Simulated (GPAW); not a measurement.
## Se K ELNES/XANES of zinc-blende (ZnSe)₁₋ₓ(CdSe)ₓ at x = 0.125 from DFT

Aim: the Se K edge in zinc-blende (ZnSe)₁₋ₓ(CdSe)ₓ at x = 0.125, one member of a composition series.

Calculated with GPAW 26.7.0; X-ray absorption from dipole matrix elements to empty bands, plane-wave PAW LDA.

### 1. Starting point

The cell holds 16 atoms: 7 Zn, 8 Se and 1 Cd. Its edges and angles: a = 8.083 Å, b = 8.083 Å, c = 8.083 Å, α = 60.0°, β = 60.0°, γ = 60.0°. 16-atom zinc-blende cell, 1 of 8 Zn sites taken by Cd at random, lattice constants typed for the ends and interpolated (Vegard).

### 2. Relaxation

The cell was built by hand, so its atoms are relaxed first: near-edge features follow bond lengths closely.

relax.py reads:

```python
import numpy as np
from ase import Atoms
from ase.parallel import parprint, paropen
from gpaw import GPAW, PW, FermiDirac, Mixer, MixerDif, setup_paths
from ase.optimize import BFGS

atoms = Atoms('ZnSeZnSeZnSeZnSeCdSeZnSeZnSeZnSe',
    cell=[[0, 5.71575, 5.71575],
     [5.71575, 0, 5.71575],
     [5.71575, 5.71575, 0]],
    scaled_positions=[[0.99949, 0.000151, 0.998859],
     [0.127025, 0.125418, 0.126524],
     [0.998978, 0.999208, 0.500305],
     [0.124934, 0.124034, 0.62484],
     [0.002486, 0.502072, 0.997258],
     [0.126015, 0.625785, 0.121772],
     [0.002047, 0.50094, 0.497687],
     [0.123595, 0.623559, 0.625239],
     [0.500148, 0.000058, 0.999173],
     [0.627501, 0.124328, 0.12339],
     [0.50115, 0.001822, 0.500403],
     [0.625218, 0.12628, 0.623337],
     [0.503644, 0.503172, 0.999165],
     [0.622829, 0.622968, 0.121656],
     [0.499423, 0.500955, 0.497236],
     [0.625907, 0.626899, 0.631146]],
    pbc=True)
atoms.calc = GPAW(legacy_gpaw=True, mode=PW(400, force_complex_dtype=True), xc='LDA', setups={},
    kpts={'size': (3, 3, 3), 'gamma': True}, occupations=FermiDirac(0.08),
    charge=0, mixer=Mixer(0.1, 5, 50), maxiter=150,
    convergence={'density': 0.0001, 'eigenstates': 1e-6}, txt='relax.txt')
steps = []
opt = BFGS(atoms, logfile='-')
opt.attach(lambda: steps.append([atoms.get_potential_energy(), float(np.linalg.norm(atoms.get_forces(), axis=1).max())]))
done = opt.run(fmax=0.05, steps=30)
out = dict(done=bool(done), steps=steps, frac=atoms.get_scaled_positions().tolist())
import json
with paropen('out.json', 'w') as f:
    json.dump(out, f)
```

The run is started by

```
$ OMP_NUM_THREADS=1 mpirun -n 4 gpaw python relax.py
```

Numbers of over 12 decimals in the logs are rounded to 6 here.

Log:

```text
Input parameters:
  convergence: {density: 0.0001,
                eigenstates: 1e-06}
  kpts: {gamma: True,
         size: (3, 3, 3)}
  maxiter: 150
  mixer: {backend: pulay,
          beta: 0.1,
          method: separate,
          nmaxold: 5,
          weight: 50}
  mode: {ecut: 400.0,
         force_complex_dtype: True,
         name: pw}
  occupations: {fixmagmom: False,
                name: fermi-dirac,
[...]
14 Zn    0.01830    0.01210   -0.00125
 15 Se   -0.00662   -0.00217   -0.00747
Step     Time          Energy          fmax
BFGS:    0 03:07:06      -58.079825        1.544256
BFGS:    1 03:07:27      -58.184314        1.209610
BFGS:    2 03:07:52      -58.395151        0.180997
BFGS:    3 03:08:10      -58.401142        0.113659
BFGS:    4 03:08:24      -58.402141        0.108111
BFGS:    5 03:08:49      -58.395160        0.194869
BFGS:    6 03:09:10      -58.404399        0.027261
[key lines of the parts left out:]
Converged after 8 iterations.
Dipole moment: (-25.750374, -28.731404, -29.126972) |e|*Ang
Free energy:    -58.404399
Fermi level: 4.07639
```

Elapsed: 2.7 min, on 4 MPI ranks of Intel Xeon Gold 6455B (Sapphire Rapids), shared host; peak memory 0.39 GiB.

In 6 steps the energy fell by 325 meV (energies extrapolated to zero smearing) and the largest force to 0.027 eV/Å. Atom 2 (Se; the text counts from 1, the script from 0) is among those that moved most, by 0.12 Å.

### 3. Ground state of the crystal

The ground state comes first: it tells whether the system has a gap, which decides how the excited electron is treated.

scf.py reads:

```python
import numpy as np
from ase import Atoms
from ase.parallel import parprint, paropen
from gpaw import GPAW, PW, FermiDirac, Mixer, MixerDif, setup_paths
from gpaw.test import gen
setup_paths.insert(0, '.')
gen('Se', name='nch1s', xcname='LDA', corehole=(1, 0, 0), write_xml=True)
from gpaw.mpi import world
world.barrier()

atoms = Atoms('ZnSeZnSeZnSeZnSeCdSeZnSeZnSeZnSe',
    cell=[[0, 5.71575, 5.71575],
     [5.71575, 0, 5.71575],
     [5.71575, 5.71575, 0]],
    scaled_positions=[[0.0011986, 0.000439, 0.998823],
     [0.1085585, 0.1310099, 0.130304],
     [0.0003483, 0.9991709, 0.5003847],
     [0.125656, 0.1246771, 0.6242525],
     [0.001409, 0.5007335, 0.9985344],
     [0.1263102, 0.6256774, 0.123119],
     [0.0008276, 0.49992, 0.4982195],
     [0.1256695, 0.6251307, 0.6240864],
     [0.5005774, 0.0001541, 0.999313],
     [0.6312225, 0.1307943, 0.1302099],
     [0.500145, 0.0007602, 0.4999318],
     [0.6307256, 0.1323808, 0.6074142],
     [0.5006624, 0.5001036, 0.9992426],
     [0.6319529, 0.6082532, 0.1300167],
     [0.4999582, 0.5023823, 0.4995065],
     [0.6253392, 0.6260807, 0.6243694]],
    pbc=True)
atoms.calc = calc = GPAW(legacy_gpaw=True, mode=PW(400, force_complex_dtype=True), xc='LDA', setups={1: 'nch1s'},
    kpts={'size': (3, 3, 3), 'gamma': True}, occupations=FermiDirac(0.05),
    charge=0, mixer=Mixer(0.1, 5, 50), maxiter=150,
    convergence={'density': 0.0001, 'eigenstates': 1e-6}, txt='scf.txt')
energy = atoms.get_potential_energy() + calc.get_reference_energy()
ef = calc.get_fermi_level()
out = dict(energy=energy, fermi=ef, forces=atoms.get_forces().tolist())
parprint(f'all-electron energy {energy:.4f} eV, Fermi level {ef:.4f} eV')
ev = np.array([[calc.get_eigenvalues(k, s) for k in range(len(calc.get_ibz_k_points()))] for s in range(calc.get_number_of_spins())])
out['homo'], out['lumo'], out['counts'] = ev[ev < ef].max(), ev[ev > ef].min(), sorted(set((ev < ef).sum((0, 2)).tolist()))
out['filled'] = (ev[:, 0] < ef).sum(1).tolist()
import json
with paropen('out.json', 'w') as f:
    json.dump(out, f)
```

The run is started by

```
$ OMP_NUM_THREADS=1 mpirun -n 4 gpaw python scf.py
```

Log:

```text
Input parameters:
  convergence: {density: 0.0001,
                eigenstates: 1e-06}
  kpts: {gamma: True,
         size: (3, 3, 3)}
  maxiter: 150
  mixer: {backend: pulay,
          beta: 0.1,
          method: separate,
          nmaxold: 5,
          weight: 50}
  mode: {ecut: 400.0,
         force_complex_dtype: True,
         name: pw}
  occupations: {fixmagmom: False,
                name: fermi-dirac,
                width: 0.05}
  setups: {1: nch1s}

Initialize ...

[... PAW data sets ...]

Reference energy: -1021688.667696  # eV

Spin-paired calculation

[... convergence settings ...]
Symmetries present (total): 1
  [... symmetry matrices ...]

27 k-points: 3 x 3 x 3 Monkhorst-Pack grid
14 k-points in the irreducible part of the Brillouin zone
       k-points in crystal coordinates                weights
   0:     0.00000000    0.00000000    0.00000000          1/27
   1:     0.00000000    0.00000000    0.33333333          2/27
   2:     0.00000000    0.33333333   -0.33333333          2/27
   3:     0.00000000    0.33333333    0.00000000          2/27
   4:     0.00000000    0.33333333    0.33333333          2/27
   5:     0.33333333   -0.33333333   -0.33333333          2/27
   6:     0.33333333   -0.33333333    0.00000000          2/27
   7:     0.33333333   -0.33333333    0.33333333          2/27
   8:     0.33333333    0.00000000   -0.33333333          2/27
   9:     0.33333333    0.00000000    0.00000000          2/27
          ...
  13:     0.33333333    0.33333333    0.33333333          2/27

Wave functions: Plane wave expansion
  Cutoff energy: 400.000 eV
  Number of coefficients (min, max): 6765, 6855
  Pulay-stress correction: 0.000000 eV/Ang^3 (de/decut=0.000000)
  Using FFTW library
  Wavefunction extrapolation:
    Improved wavefunction reuse through dual PAW basis

Occupation numbers: Fermi-Dirac:
  width: 0.0500  # eV

Eigensolver
   Davidson(niter=2)

Densities:
  Coarse grid: 40*40*40 grid
  Fine grid: 80*80*80 grid
  Total Charge: 0.000000

Density mixing:
  Method: separate
  Backend: pulay
  Linear mixing parameter: 0.1
  old densities: 5
  Width of damping distribution: 1.1
  Damping of long wavelength oscillations: 50

[... Hamiltonian set-up ...]
Number of atoms: 16
Number of atomic orbitals: 104
Number of bands in calculation: 91
Number of valence electrons: 144
Bands to converge: occupied

... initialized

Initializing position-dependent things.

Density initialized from atomic densities
Creating initial wave functions:
  91 bands from LCAO basis set

                         Se
                Se           Zn
                    Zn
                 Se
                      Cd Zn
         Se            Se
             Zn            Zn
              Se
                  Zn
                Se
                    Zn
       Se

Atomic positions and initial magnetic moments

Positions:
   0 Zn     5.711532    5.715873    0.009360    ( 0.0000,  0.0000,  0.0000)
   1 Se     1.493605    1.365278    1.369313    ( 0.0000,  0.0000,  0.0000)
   2 Zn     8.571085    2.862065    5.713002    ( 0.0000,  0.0000,  0.0000)
   3 Se     4.280694    4.286290    1.430841    ( 0.0000,  0.0000,  0.0000)
   4 Zn     8.569440    5.715426    2.870121    ( 0.0000,  0.0000,  0.0000)
   5 Se     4.279933    1.425675    4.298173    ( 0.0000,  0.0000,  0.0000)
   6 Zn     5.705116    2.852428    2.862148    ( 0.0000,  0.0000,  0.0000)
[...]
13 Se     4.219766    4.355228    7.088708    ( 0.0000,  0.0000,  0.0000)
  14 Zn     5.726546    5.712690    5.729128    ( 0.0000,  0.0000,  0.0000)
  15 Se     7.147260    7.143022    7.152803    ( 0.0000,  0.0000,  0.0000)

Unit cell:
           periodic     x           y           z      points  spacing
  1. axis:    yes    0.000000    5.715750    5.715750    40     0.1650
  2. axis:    yes    5.715750    0.000000    5.715750    40     0.1650
  3. axis:    yes    5.715750    5.715750    0.000000    40     0.1650

  Lengths:   8.083291   8.083291   8.083291
  Angles:   60.000000  60.000000  60.000000

Effective grid spacing dv^(1/3) = 0.1800

iter:   1   -59.538629
iter:   2   -59.563119   -0.40  -1.24
iter:   3   -58.466448   -1.32  -1.31
iter:   4   -58.542087   -1.88  -1.60
iter:   5   -58.502019   -1.97  -1.71
iter:   6   -58.442210   -3.50  -2.24
iter:   7   -58.408259   -2.51  -2.61
iter:   8   -58.405180c  -3.75  -3.00
iter:   9   -58.404335c  -4.68  -3.22
iter:  10   -58.404875c  -4.38  -3.43
iter:  11   -58.404324c  -4.87  -3.50
iter:  12   -58.404308c  -5.26  -3.94
iter:  13   -58.404279c  -6.12c -4.23c

Converged after 13 iterations.

Dipole moment: (-25.749198, -28.730875, -29.126988) |e|*Ang

Energy contributions relative to reference atoms: (reference = -1021688.667696)

Kinetic:        +90.658224
Potential:      -78.039881
External:        +0.000000
XC:             -70.609855
Entropy (-ST):   -0.000016
Local:           -0.412759
SIC:             +0.000000
--------------------------
Free energy:    -58.404287
Extrapolated:   -58.404279

Showing only first 2 kpts
 Kpt  Band  Eigenvalues  Occupancy
  0    70      3.57091    1.99986
  0    71      3.57134    1.99986
  0    72      4.47056    0.00044
  0    73      5.84664    0.00000

  1    70      3.33669    2.00000
  1    71      3.33757    2.00000
  1    72      5.78536    0.00000
  1    73      6.01698    0.00000

Fermi level: 4.04949

Gap: 0.899 eV
Transition (v -> c):
  (s=0, k=0, n=71, [0.00, 0.00, 0.00]) -> (s=0, k=0, n=72, [0.00, 0.00, 0.00])
No difference between direct/indirect transitions

Forces in eV/Ang:
  0 Zn   -0.02095   -0.00643   -0.00701
  1 Se   -0.00893    0.01173    0.00640
  2 Zn    0.00241    0.01028    0.01557
  3 Se    0.00828    0.00176    0.00308
  4 Zn   -0.00305    0.00430    0.01915
  5 Se    0.00790    0.00055   -0.00468
  6 Zn    0.01288    0.00712    0.00146
[...]
13 Se    0.00371   -0.03077   -0.00322
 14 Zn    0.00687    0.00453   -0.00926
 15 Se    0.00484    0.01020    0.00299
Scalar-relativistic atomic LDA calculation for Se (Selenium, Z=34)
Core hole in 1s state (1s occupation: 2.0)
600 radial gridpoints.
|------------------------------------------------|
|------------------------------------------------|
[... the atom generator's iteration count ...]

Energy contributions:
-------------------------
Kinetic:    +2473.673807
XC:           -84.568572
Potential:  -4815.191637
-------------------------
Total:      -2426.086403

state      eigenvalue         ekin         rmax
-----------------------------------------------
1s^2.0 :  -458.454063   585.610500        0.029
2s^2.0 :   -58.944272   113.958427        0.165
2p^6.0 :   -51.926385   111.024402        0.132
3s^2.0 :    -7.811225    26.858720        0.503
3p^6.0 :    -5.612216    24.321149        0.500
3d^10.0:    -1.962010    19.216000        0.451
4s^2.0 :    -0.642093     3.714776        1.502
4p^4.0 :    -0.244602     2.288913        1.798
-----------------------------------------------
(units: Bohr and Hartree)

Generating PAW setup
Kinetic energy of the core from tauc = 2487.595922257786
Cutoffs:
rc(s)=1.600
rc(p)=1.900
rc(d)=1.600
rc(vbar)=1.440
rc(comp)=1.600
rc(nct)=1.900

Kinetic energy of the core states: 2457.088603
Charge: 0.0
Core electrons: 28.0
Valence electrons: 6.0
Pseudo-core charge: 1.089569
Shape function alpha=3.906
Pseudo-electron charge 7.390631
state    eigenvalue         norm
--------------------------------
4s(2) :    -0.642093     1.095786
*s    :     0.357907
4p(4) :    -0.244602     1.027373
*p    :     0.755398
*d    :     0.000000
--------------------------------

Diagonalizing with gridspacing h=0.050

state   all-electron     PAW
-------------------------------
4s:      -0.642093    -0.642657
4p:      -0.244602    -0.244988
*d:                    0.040490
*f:                    0.073581
-------------------------------
all-electron energy -1021747.0720 eV, Fermi level 4.0495 eV
```

Run time: 41 s. Hardware: 4 MPI ranks; peak memory 0.38 GiB.

The mesh shows a gap of 0.90 eV. The excited electron is kept all the same, so that all members of the series, with or without a gap, are treated alike.

### 4. Reference energy of the cell

The photon energy needs a difference of total energies, so the cell and mesh of the coming hole run are first run without a hole.

scf.py: that of step 3 with these lines changed.

```diff
@@ -32,3 +32,3 @@
 atoms.calc = calc = GPAW(legacy_gpaw=True, mode=PW(400, force_complex_dtype=True), xc='LDA', setups={1: 'nch1s'},
-    kpts={'size': (3, 3, 3), 'gamma': True}, occupations=FermiDirac(0.05),
+    kpts={'size': (3, 3, 3), 'gamma': True}, occupations=FermiDirac(0.02),
     charge=0, mixer=Mixer(0.1, 5, 50), maxiter=150,
```

Log:

```text
Input parameters:
  convergence: {density: 0.0001,
                eigenstates: 1e-06}
  kpts: {gamma: True,
         size: (3, 3, 3)}
  maxiter: 150
  mixer: {backend: pulay,
          beta: 0.1,
          method: separate,
          nmaxold: 5,
          weight: 50}
  mode: {ecut: 400.0,
         force_complex_dtype: True,
         name: pw}
  occupations: {fixmagmom: False,
                name: fermi-dirac,
[...]
4s(2) :    -0.642093     1.095786
*s    :     0.357907
4p(4) :    -0.244602     1.027373
*p    :     0.755398
*d    :     0.000000
--------------------------------

Diagonalizing with gridspacing h=0.050

state   all-electron     PAW
-------------------------------
4s:      -0.642093    -0.642657
4p:      -0.244602    -0.244988
*d:                    0.040490
*f:                    0.073581
-------------------------------
all-electron energy -1021747.0720 eV, Fermi level 4.0390 eV
[key lines of the parts left out:]
Converged after 13 iterations.
Dipole moment: (-25.749189, -28.730869, -29.126982) |e|*Ang
Free energy:    -58.404286
Fermi level: 4.03899
```

Wall time 42 s (4 MPI ranks); peak memory 0.38 GiB.

Reference energy: -1021747.072 eV with the cores included.

(Continued in part 2 of 3.)

[Banner, clock and machine lines of the logs are left out without a mark of their own.]

[Logs are printed without paths, hosts, clocks, repeated set-up lines and the standing remarks that a program may print on its own settings, such as how far it seeks lower states.]

[Hosts, paths, dates, database ids (printed as entryN), source tags and the programs' standing remarks are cut or masked in the printed files.]

[Lists of maxima count a maximum above −3 eV only where it reaches 4 % of the highest in the window and stands out from its surroundings by 2 % of it (1.5 % where it reaches 55 %); shoulders and weaker maxima are passed over, and of the rest the first, up to two pre-edge ones and the few strongest are named.]
